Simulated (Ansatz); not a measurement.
# CdGa2Mo4, from a guessed structure to a relaxed one

Starting from a made-up structure for CdGa2Mo4, the aim is the relaxed cell, its shortest contacts and, where a second run follows, its electronic structure.

Calculated with Ansatz 0.2.0; DFT, PBE, plane-wave PAW, files of the set soft_1, scalar-relativistic, no spin, cell and ions relaxed at zero pressure; PAW set soft_1, in the first sound run; inputs show where later runs differ.

### 1. Set-up

It takes space group I-4 (No. 82, tetragonal). Conventional cell: a = 5.237 Å, b = 5.237 Å, c = 10.134 Å, α = 90.00°, β = 90.00°, γ = 90.00°. Cd has 4 Mo at 2.45 Å nearest. Nearest to Mo lie 2 Ga at 2.24 Å and 1 Cd at 2.45 Å. Nearest to Ga lie 4 Mo at 2.24 Å. Nearest to Ga lie 4 Mo at 2.24 Å. Farther neighbours are not listed.

### 2. Relaxation of the guess

The guess takes its coordinates from another compound and its volume from a rule, so the cell and any free coordinates are relaxed together.

File input.yaml:

```yaml
crystal:
  lattice:
    - [-2.6185, 2.6185, 5.067]
    - [2.6185, -2.6185, 5.067]
    - [2.6185, 2.6185, -5.067]
  atoms:
    - { symbol: Cd, position: [0.0, 0.0, 0.0] }
    - { symbol: Mo, position: [0.1398, 0.6035, 0.0253] }
    - { symbol: Mo, position: [0.8855, 0.8602, 0.4637] }
    - { symbol: Mo, position: [0.5782, 0.1145, 0.9747] }
    - { symbol: Mo, position: [0.3965, 0.4218, 0.5363] }
    - { symbol: Ga, position: [0.5, 0.5, 0.0] }
    - { symbol: Ga, position: [0.75, 0.25, 0.5] }
kpoints:
  mp_grid: { grid: [7, 7, 7] }
scf:
  occupations: { method: fermi_dirac, width: 0.05 }
hamiltonian:
  xc: pbe
  pseudopotentials: { kind: paw, azcp: { folder: soft_1 } }
relax:
  f_tol: 0.015
  max_steps: 70
  cell: {}
output:
  forces: true
  stress: true
```

Started as:

```
ansatz run input.yaml --threads 4 --pin off --max-ram 10240MiB --backend cpu --events-out ev --progress --plain --runs-dir out
```

Numbers of over 12 decimals in the logs are rounded to 6 here.

What it wrote:

```text
Engine: ansatz 0.2.0, aarch64-unknown-linux-gnu
Pseudopotentials: kind: paw
Pseudopotential: Cd, paw, valence charge 20, recommended cutoff 420 eV (normal), soft_1/Cd.paw.azcp
Pseudopotential: Mo, paw, valence charge 14, recommended cutoff 420 eV (normal), soft_1/Mo.paw.azcp
Pseudopotential: Ga, paw, valence charge 13, recommended cutoff 420 eV (normal), soft_1/Ga.paw.azcp
Functional definition: PBE
  parameter kappa = 0.804
  parameter beta = 0.066725
  exchange = pbe_x(kappa = kappa, mu = beta*pi^2/3)
  correlation = pbe_c(beta = beta)
Crystal: 7 atoms, lattice volume = 138.968 Å³
Basis set: ecut = 420 eV, 2705 PW (Γ), exchange–correlation on 90×90×90 points (8 copies of the dense FFT grid, shifted against one another)
Bands: 62, of which v1, the nominal top of the filled ones, is band 51 counted from 1 (50 counted from 0)
Symmetry: 4 space group operations
Space group: I-4 (ITA 82), of the structure as read, at distance tolerance 5.2e-5 Å
k-points: 52 of 343 (time reversal used)
Non-local potential: Cd, projectors of the file, l = 0: 3, l = 1: 2, l = 2: 2, l = 3: 1
Non-local potential: Mo, projectors of the file, l = 0: 3, l = 1: 2, l = 2: 2, l = 3: 1
Non-local potential: Ga, projectors of the file, l = 0: 2, l = 1: 2, l = 2: 3, l = 3: 1
PAW form: soft (Blöchl's): semilocal exchange-correlation on the pseudo side does not see the compensation charge
PAW one-centre angular grid: Cd, 590 points (default); XC on 64 Gauss nodes
PAW one-centre angular grid: Mo, 590 points (default); XC on 64 Gauss nodes
PAW one-centre angular grid: Ga, 590 points (default); XC on 64 Gauss nodes
Initial density: superposition of atomic densities (chi_scale 0.1, normalization cell, long waves kept (reshape's long-wave potential 0.00 eV rms))
Initial wavefunctions: pseudopotential atomic-orbital guess
Functional: x = pbe(κ = 0.804, μ = 0.219515), c = pbe(β = 0.066725)
SCF iter   1: F=—  HF=-35632.771061 eV  |F-HF|=—  |Δ(HF+E_count)|=         —  Δρ=9.12e-2  dr2=1.98e1  ethr=3.10e-3  ⟨swp⟩=6.0  Hψ=11224  notcnv=0
preconditioner: auto → Kerker (q_TF=auto, 2.591 Å⁻¹)  [metal: Δε(μ)=0.012 eV  Ē_g=10.225 eV  σ=0.050 eV  W_gap=0.06  n_scr=36 (ndim 8)  ℏωp=24.8 eV  f_vac=0.000  D(μ)=4.06/eV (n_scr^D=30)]
SCF iter   2: F=—  HF=-35629.118023 eV  |F-HF|=—  |Δ(HF+E_count)|=    3.65e0  Δρ=4.62e-2  dr2=5.31e0  ethr=3.10e-3  ⟨swp⟩=3.9  Hψ=6891  notcnv=0  defer=45
SCF iter   3: F=—  HF=-35627.938632 eV  |F-HF|=—  |Δ(HF+E_count)|=    1.18e0  Δρ=1.10e-2  dr2=2.26e-1  ethr=3.10e-3  ⟨swp⟩=3.5  Hψ=6294  notcnv=0  defer=24
SCF iter   4: F=—  HF=-35627.888009 eV  |F-HF|=—  |Δ(HF+E_count)|=   5.06e-2  Δρ=5.44e-3  dr2=3.40e-2  ethr=2.22e-4  ⟨swp⟩=2.9  Hψ=5679  notcnv=0  defer=17
SCF iter   5: F=—  HF=-35627.868687 eV  |F-HF|=—  |Δ(HF+E_count)|=   1.93e-2  Δρ=1.95e-3  dr2=7.97e-3  ethr=3.34e-5  ⟨swp⟩=2.0  Hψ=5288  notcnv=0  defer=17
SCF iter   6: F=—  HF=-35627.867251 eV  |F-HF|=—  |Δ(HF+E_count)|=   1.44e-3  Δρ=7.14e-4  dr2=7.51e-4  ethr=7.81e-6  ⟨swp⟩=2.0  Hψ=4801  notcnv=0  defer=17
SCF iter   7: F=—  HF=-35627.867080 eV  |F-HF|=—  |Δ(HF+E_count)|=   1.72e-4  Δρ=1.76e-4  dr2=6.33e-5  ethr=7.37e-7  ⟨swp⟩=2.0  Hψ=5809  notcnv=0  defer=17
SCF iter   8: F=—  HF=-35627.867297 eV  |F-HF|=—  |Δ(HF+E_count)|=   2.17e-4  Δρ=6.73e-5  dr2=7.44e-6  ethr=6.21e-8  ⟨swp⟩=2.0  Hψ=4832  notcnv=0  defer=17
SCF iter   9: F=—  HF=-35627.867298 eV  |F-HF|=—  |Δ(HF+E_count)|=   8.33e-7  Δρ=4.01e-5  dr2=1.46e-6  ethr=7.29e-9  ⟨swp⟩=2.0  Hψ=4827  notcnv=0  defer=17
SCF iter  10: F=—  HF=-35627.867297 eV  |F-HF|=—  |Δ(HF+E_count)|=   1.33e-6  Δρ=1.23e-5  dr2=1.38e-7  ethr=1.43e-9  ⟨swp⟩=2.0  Hψ=4818  notcnv=0  defer=17
SCF iter  11: F=-35627.867297 eV  HF=-35627.867297 eV  |F-HF|=2.16e-8  |Δ(HF+E_count)|=  2.18e-10  Δρ=4.94e-6  dr2=2.37e-8  ethr=9.80e-11  ⟨swp⟩=4.0  Hψ=10174  notcnv=0
SCF 1 converged in 11 iterations: F = -35627.867297 eV  dr2 = 2.37e-8
  greatest PAW one-centre occupation: 1.000 electrons in one spin orbital (limit 2), on the Cd atom at site 0 (counted from 0), in its partial waves of l = 0
relax step   1: F+E_penalty+E_count = -35627.86729662 eV  Δ(F+E_penalty+E_count) = +0.000e0 eV  max|allowed force component| = 3.641e0 eV/Å  Δτ_max = 0.0000 Å  P = +20.509 GPa  Ω = 138.968 Å³  (11 SCF iters, dr2 threshold 1.00e-7 eV, accepted)
Crystal: 7 atoms, lattice volume = 143.489 Å³
Basis set: ecut = 420 eV, 2833 PW (Γ), exchange–correlation on 90×90×90 points (8 copies of the dense FFT grid, shifted against one another)
Initial density: handed on by an earlier stage of this run
Initial wavefunctions: those handed on with the density
iter 1 solved again at ethr=2.61e-4 eV; its pass at ethr=3.10e-3 eV (dr2=2.66e-1 eV) is discarded
SCF iter   1: F=—  HF=-35632.528663 eV  |F-HF|=—  |Δ(HF+E_count)|=         —  Δρ=1.89e-2  dr2=2.69e-1  ethr=2.61e-4  ⟨swp⟩=1.1  Hψ=13842  notcnv=0
preconditioner: auto → Kerker (q_TF=auto, 2.577 Å⁻¹)  [metal: Δε(μ)=0.014 eV  Ē_g=8.637 eV  σ=0.050 eV  W_gap=0.07  n_scr=36 (ndim 8)  ℏωp=24.4 eV  f_vac=0.000  D(μ)=5.39/eV (n_scr^D=36)]
SCF iter   2: F=—  HF=-35632.515581 eV  |F-HF|=—  |Δ(HF+E_count)|=   1.31e-2  Δρ=1.12e-2  dr2=1.14e-1  ethr=2.61e-4  ⟨swp⟩=2.0  Hψ=3703  notcnv=0
SCF iter   3: F=—  HF=-35632.508410 eV  |F-HF|=—  |Δ(HF+E_count)|=   7.17e-3  Δρ=1.98e-3  dr2=9.65e-3  ethr=1.12e-4  ⟨swp⟩=2.3  Hψ=4926  notcnv=0
SCF iter   4: F=—  HF=-35632.506470 eV  |F-HF|=—  |Δ(HF+E_count)|=   1.94e-3  Δρ=9.25e-4  dr2=1.70e-3  ethr=9.47e-6  ⟨swp⟩=2.0  Hψ=4780  notcnv=0
SCF iter   5: F=—  HF=-35632.505794 eV  |F-HF|=—  |Δ(HF+E_count)|=   6.75e-4  Δρ=3.93e-4  dr2=3.47e-4  ethr=1.66e-6  ⟨swp⟩=2.0  Hψ=4781  notcnv=0
SCF iter   6: F=—  HF=-35632.505974 eV  |F-HF|=—  |Δ(HF+E_count)|=   1.80e-4  Δρ=1.45e-4  dr2=4.75e-5  ethr=3.40e-7  ⟨swp⟩=2.0  Hψ=4320  notcnv=0
SCF iter   7: F=—  HF=-35632.505973 eV  |F-HF|=—  |Δ(HF+E_count)|=   1.12e-6  Δρ=4.38e-5  dr2=5.52e-6  ethr=4.66e-8  ⟨swp⟩=2.2  Hψ=4295  notcnv=0
SCF iter   8: F=-35632.505972 eV  HF=-35632.505972 eV  |F-HF|=2.49e-7  |Δ(HF+E_count)|=   2.13e-7  Δρ=1.80e-5  dr2=4.03e-7  ethr=6.86e-10  ⟨swp⟩=3.0  Hψ=13206  notcnv=0
SCF 2 converged in 8 iterations: F = -35632.505972 eV  dr2 = 4.03e-7
relax step   2: F+E_penalty+E_count = -35632.50597225 eV  Δ(F+E_penalty+E_count) = -4.639e0 eV  max|allowed force component| = 3.076e0 eV/Å  Δτ_max = 0.1947 Å  P = +5.319 GPa  Ω = 143.489 Å³  energy of the carried Pulay correction = -9.876e-4 eV  (8 SCF iters, dr2 threshold 7.00e-7 eV, accepted)
Crystal: 7 atoms, lattice volume = 142.164 Å³
[...]
relax step   6: F+E_penalty+E_count = -35637.44885862 eV  Δ(F+E_penalty+E_count) = -2.385e-1 eV  max|allowed force component| = 4.481e-1 eV/Å  Δτ_max = 0.0804 Å  P = +0.876 GPa  Ω = 149.276 Å³  energy of the carried Pulay correction = -2.207e-3 eV  (8 SCF iters, dr2 threshold 7.00e-7 eV, accepted)
relax step   7: F+E_penalty+E_count = -35637.79540696 eV  Δ(F+E_penalty+E_count) = -3.465e-1 eV  max|allowed force component| = 4.953e-1 eV/Å  Δτ_max = 0.1871 Å  P = -0.156 GPa  Ω = 154.817 Å³  energy of the carried Pulay correction = -3.329e-3 eV  (9 SCF iters, dr2 threshold 7.00e-7 eV, accepted)
relax step   8: F+E_penalty+E_count = -35638.16279143 eV  Δ(F+E_penalty+E_count) = -3.674e-1 eV  max|allowed force component| = 3.967e-1 eV/Å  Δτ_max = 0.1950 Å  P = -0.546 GPa  Ω = 158.033 Å³  energy of the carried Pulay correction = -3.962e-3 eV  (7 SCF iters, dr2 threshold 7.00e-7 eV, accepted)
relax step   9: F+E_penalty+E_count = -35637.81855895 eV  Δ(F+E_penalty+E_count) = +3.442e-1 eV  max|allowed force component| = 1.580e0 eV/Å  Δτ_max = 0.1947 Å  P = +0.907 GPa  Ω = 158.524 Å³  energy of the carried Pulay correction = -4.057e-3 eV  (7 SCF iters, dr2 threshold 7.00e-7 eV, rejected (line search))
relax step  10: F+E_penalty+E_count = -35638.20265806 eV  Δ(F+E_penalty+E_count) = -3.987e-2 eV  max|allowed force component| = 2.566e-1 eV/Å  Δτ_max = 0.0591 Å  P = -0.671 GPa  Ω = 157.441 Å³  energy of the carried Pulay correction = -3.846e-3 eV  (11 SCF iters, accepted)
relax step  11: F+E_penalty+E_count = -35638.21611437 eV  Δ(F+E_penalty+E_count) = -1.346e-2 eV  max|allowed force component| = 1.830e-2 eV/Å  Δτ_max = 0.0236 Å  P = -0.167 GPa  Ω = 157.310 Å³  energy of the carried Pulay correction = -3.821e-3 eV  (6 SCF iters, dr2 threshold 7.00e-7 eV, accepted)
relax step  12: F+E_penalty+E_count = -35638.21715314 eV  Δ(F+E_penalty+E_count) = -1.039e-3 eV  max|allowed force component| = 2.137e-3 eV/Å  Δτ_max = 0.0052 Å  P = +0.007 GPa  Ω = 156.955 Å³  energy of the carried Pulay correction = -3.751e-3 eV  (5 SCF iters, dr2 threshold 1.76e-7 eV, accepted)
relax step  13: F+E_penalty+E_count = -35638.21738088 eV  Δ(F+E_penalty+E_count) = -2.277e-4 eV  max|allowed force component| = 5.834e-3 eV/Å  Δτ_max = 0.0014 Å  P = +0.063 GPa  Ω = 156.832 Å³  energy of the carried Pulay correction = -3.727e-3 eV  (5 SCF iters, dr2 threshold 3.89e-8 eV, accepted)
relax step  14: F+E_penalty+E_count = -35638.21791638 eV  Δ(F+E_penalty+E_count) = -5.355e-4 eV  max|allowed force component| = 6.450e-3 eV/Å  Δτ_max = 0.0073 Å  P = +0.030 GPa  Ω = 156.759 Å³  energy of the carried Pulay correction = -3.713e-3 eV  (6 SCF iters, dr2 threshold 3.87e-8 eV, accepted)
relax step  15: F+E_penalty+E_count = -35638.21796588 eV  Δ(F+E_penalty+E_count) = -4.950e-5 eV  max|allowed force component| = 1.925e-3 eV/Å  Δτ_max = 0.0014 Å  P = +0.010 GPa  Ω = 156.757 Å³  energy of the carried Pulay correction = -3.712e-3 eV  (6 SCF iters, dr2 threshold 6.89e-9 eV, accepted)
Initial wavefunctions: pseudopotential atomic-orbital guess (no wavefunctions were taken with the density)
iter 1 solved again at ethr=3.36e-7 eV; its pass at ethr=3.10e-3 eV (dr2=3.43e-4 eV) is discarded
SCF iter   1: F=—  HF=-35638.213184 eV  |F-HF|=—  |Δ(HF+E_count)|=         —  Δρ=8.13e-4  dr2=3.47e-5  ethr=3.36e-7  ⟨swp⟩=3.0  Hψ=18813  notcnv=0
preconditioner: auto → LDOS  [metal: Δε(μ)=0.018 eV  Ē_g=9.089 eV  σ=0.050 eV  W_gap=0.09  n_scr=36 (ndim 8)  ℏωp=23.4 eV  f_vac=0.022  D(μ)=4.62/eV (n_scr^D=32)  β→1.0]
SCF iter   2: F=—  HF=-35638.221452 eV  |F-HF|=—  |Δ(HF+E_count)|=   8.27e-3  Δρ=6.54e-5  dr2=1.11e-5  ethr=3.40e-8  ⟨swp⟩=2.1  Hψ=5905  notcnv=0
SCF iter   3: F=—  HF=-35638.221444 eV  |F-HF|=—  |Δ(HF+E_count)|=   8.13e-6  Δρ=4.38e-5  dr2=2.58e-6  ethr=1.08e-8  ⟨swp⟩=2.0  Hψ=5837  notcnv=0
SCF iter   4: F=—  HF=-35638.221388 eV  |F-HF|=—  |Δ(HF+E_count)|=   5.58e-5  Δρ=7.12e-6  dr2=8.19e-8  ethr=2.53e-9  ⟨swp⟩=2.0  Hψ=4840  notcnv=0
SCF iter   5: F=—  HF=-35638.221388 eV  |F-HF|=—  |Δ(HF+E_count)|=   1.91e-7  Δρ=4.23e-6  dr2=3.06e-8  ethr=8.03e-11  ⟨swp⟩=2.0  Hψ=5888  notcnv=0
SCF iter   6: F=—  HF=-35638.221388 eV  |F-HF|=—  |Δ(HF+E_count)|=   3.74e-9  Δρ=1.01e-6  dr2=1.81e-9  ethr=3.00e-11  ⟨swp⟩=2.0  Hψ=5882  notcnv=0
SCF iter   7: F=—  HF=-35638.221388 eV  |F-HF|=—  |Δ(HF+E_count)|=  2.18e-10  Δρ=2.84e-7  dr2=1.46e-10  ethr=1.77e-12  ⟨swp⟩=2.0  Hψ=5884  notcnv=0
SCF iter   8: F=-35638.221388 eV  HF=-35638.221388 eV  |F-HF|=0.00e0  |Δ(HF+E_count)|=  8.73e-11  Δρ=7.87e-8  dr2=1.10e-11  ethr=1.00e-12  ⟨swp⟩=4.0  Hψ=9850  notcnv=0
SCF 16 converged in 8 iterations: F = -35638.221388 eV  dr2 = 1.10e-11
relax step  16: F+E_penalty+E_count = -35638.22138830 eV  Δ(F+E_penalty+E_count) = -3.422e-3 eV  max|allowed force component| = 1.856e-3 eV/Å  Δτ_max = 0.0000 Å  P = +0.014 GPa  Ω = 156.757 Å³  stress off target by 2.70e-2 GPa  SCF on the basis re-selected at this cell (its energy is not comparable with the rows above)  (8 SCF iters)
basis re-selected at this cell: Δ(F+E_penalty+E_count) = -3.422e-3 eV, ΔP = +0.003 GPa vs the last step (what re-selecting the basis moved, of the pressure what is left beyond the Pulay correction that the steps carried, after the strain that the cell walked since its last selection, with what the two solves' SCF thresholds leave and, on support functions, any second-order correction that the steps lacked; it is no m [...]
SCF converged after 8 iterations
Free energy (F): -35638.221388 eV
Harris-Foulkes:  -35638.221388 eV  (|F-HF|=0.00e0)
Internal energy: -35638.181820 eV  (E = F + TS)
E sigma→0 (E₀):  -35638.201604 eV
Entropy (-TS):   -0.039569 eV (-5.653 meV/atom)
Fermi energy:    11.639544 eV
--- Per-component energies (eV) ---
  E_band       = -1182.767189
  E_kinetic    = 2351.656949
  E_local      = -11492.061835  (includes V_loc(G=0)·N_el)
  E_nonlocal   = 531.430961
  E_hartree    = 5301.501378
  E_xc         = -982.917124
  E_vxc        = -1179.347929  (∫ρ·V_xc dr)
  E_paw        = -20923.117551  (= ΣΔE_a)
  E_vpaw       = -1997.448208  (= ΣTr[D̂ρ^β])
  E_aug_tail   = 0.000134  (compensation charges beyond the density's cutoff)
  E_ewald      = -10424.674731
  E_smearing   = -0.039569  (= −TS)
  E_closure    = 0.000000  (closes the sum)
  Σ components = -35638.221388   (vs F -35638.221388, Δ=0.00e0)
--- Forces (eV/Å), atoms counted from 1 ---
  atom   1  Cd    -0.00000000     0.00000000     0.00000000
  atom   2  Mo     0.00185597     0.00102305    -0.00088368
  atom   3  Mo    -0.00102305     0.00185597     0.00088368
  atom   4  Mo    -0.00185597    -0.00102305    -0.00088368
  atom   5  Mo     0.00102305    -0.00185597     0.00088368
  atom   6  Ga    -0.00000000     0.00000000     0.00000000
  atom   7  Ga    -0.00000000     0.00000000     0.00000000
  max |Σ_I F_I| component: 6.68e-17 eV/Å
--- Stress (GPa, compression-positive) ---
        0.007051      -0.000000      -0.000000
        0.000000       0.007051       0.000000
       -0.000000       0.000000       0.026968
  P = ⅓ Tr σ = 0.0137 GPa (0.137 kbar)
--- Relaxed structure (15 steps of the walk, 14 accepted, 1 SCFs on fresh bases) ---
  F+E_penalty+E_count = -35638.22138830 eV   max|allowed force component| = 1.856e-3 eV/Å   (the final SCF, on the basis selected at the relaxed cell)
  cell:  # Å, volume = 156.7573 Å³
    - [-2.661896, 2.661896, 5.530772]
    - [2.661896, -2.661896, 5.530772]
    - [2.661896, 2.661896, -5.530772]
  atoms:
    - { symbol: Cd, position: [7.173810431222966e-19, -1.0037694452669538e-19, 7.881826535568018e-19] }
    - { symbol: Mo, position: [0.191077, 0.527544, 0.124359] }
    - { symbol: Mo, position: [0.933282, 0.808923, 0.336466] }
    - { symbol: Mo, position: [0.403185, 0.066718, 0.875641] }
    - { symbol: Mo, position: [0.472456, 0.596815, 0.663534] }
    - { symbol: Ga, position: [0.5, 0.5, 7.881826535568028e-19] }
    - { symbol: Ga, position: [0.75, 0.25, 0.5] }
```

Run time: 2.3 min. Hardware: 4 threads of Arm Neoverse V2, shared host; peak memory 0.78 GiB; 9.1 min of CPU time.

The steps of the relaxation:

```csv
step,energy less that of the first step (eV),largest force component (eV/Å),pressure (GPa),volume (Å³)
1,0.0000,3.6410,20.51,138.97
2,-4.6387,3.0758,5.32,143.49
3,-7.9352,2.0782,1.43,142.16
4,-9.0102,1.2515,8.96,139.77
5,-9.3431,0.7987,2.35,144.84
6,-9.5816,0.4481,0.88,149.28
7,-9.9281,0.4953,-0.16,154.82
8,-10.2955,0.3967,-0.55,158.03
9,-9.9513,1.5802,0.91,158.52
10,-10.3354,0.2566,-0.67,157.44
11,-10.3488,0.0183,-0.17,157.31
12,-10.3499,0.0021,0.01,156.96
13,-10.3501,0.0058,0.06,156.83
14,-10.3506,0.0065,0.03,156.76
15,-10.3507,0.0019,0.01,156.76
16*,-10.3541,0.0019,0.01,156.76
```

Relaxation steps marked * repeat the geometry before them on a plane-wave basis chosen anew for their cell, so energy and pressure can jump there. Relaxation step 9 was tried and not accepted.

The run keeps the 4 symmetry operations that it works with, so distortions that break them were not tested.

```csv
"conventional cell, symmetrised",before,after,change
a (Å),5.237,5.324,+1.7 %
b (Å),5.237,5.324,+1.7 %
c (Å),10.134,11.062,+9.2 %
volume (Å³/atom),19.85,22.39,+12.8 %
```

The atoms that moved most (Å, as changes of fractional coordinates times the final cell):

```csv
atom,dx,dy,dz,length
Mo5,0.602,0.075,0.684,0.915
Mo4,0.075,-0.602,-0.684,0.915
Mo3,-0.602,-0.075,0.684,0.915
Mo2,-0.075,0.602,-0.684,0.915
```

This step gave:

```
free energy             : -35638.2214 eV
energy at zero smearing : -35638.2016 eV
smearing term TS        : 0.03957 eV
Fermi energy            : 11.64 eV
electrons               : 102
symmetry operations     : 4
pressure                : 0.01369 GPa
```

Shortest distances by pair of elements, guess and relaxed (not always the same contact):

```csv
pair,guess (Å),relaxed (Å)
Mo–Mo,3.331,2.418
Ga–Mo,2.236,2.485
Cd–Mo,2.448,3.390
Cd–Ga,3.644,3.764
Ga–Ga,3.644,3.838
```

The relaxation ends with a largest force component of 0.0019 eV/Å and a pressure of 0.01 GPa.

(Continued in part 2 of 2.)

[Logs are printed without paths, hosts, clocks, repeated set-up lines and the standing remarks that a program may print on its own settings, such as how far it seeks lower states.]

[Hosts, paths, dates, database ids (printed as entryN), source tags and the programs' standing remarks are cut or masked in the printed files.]
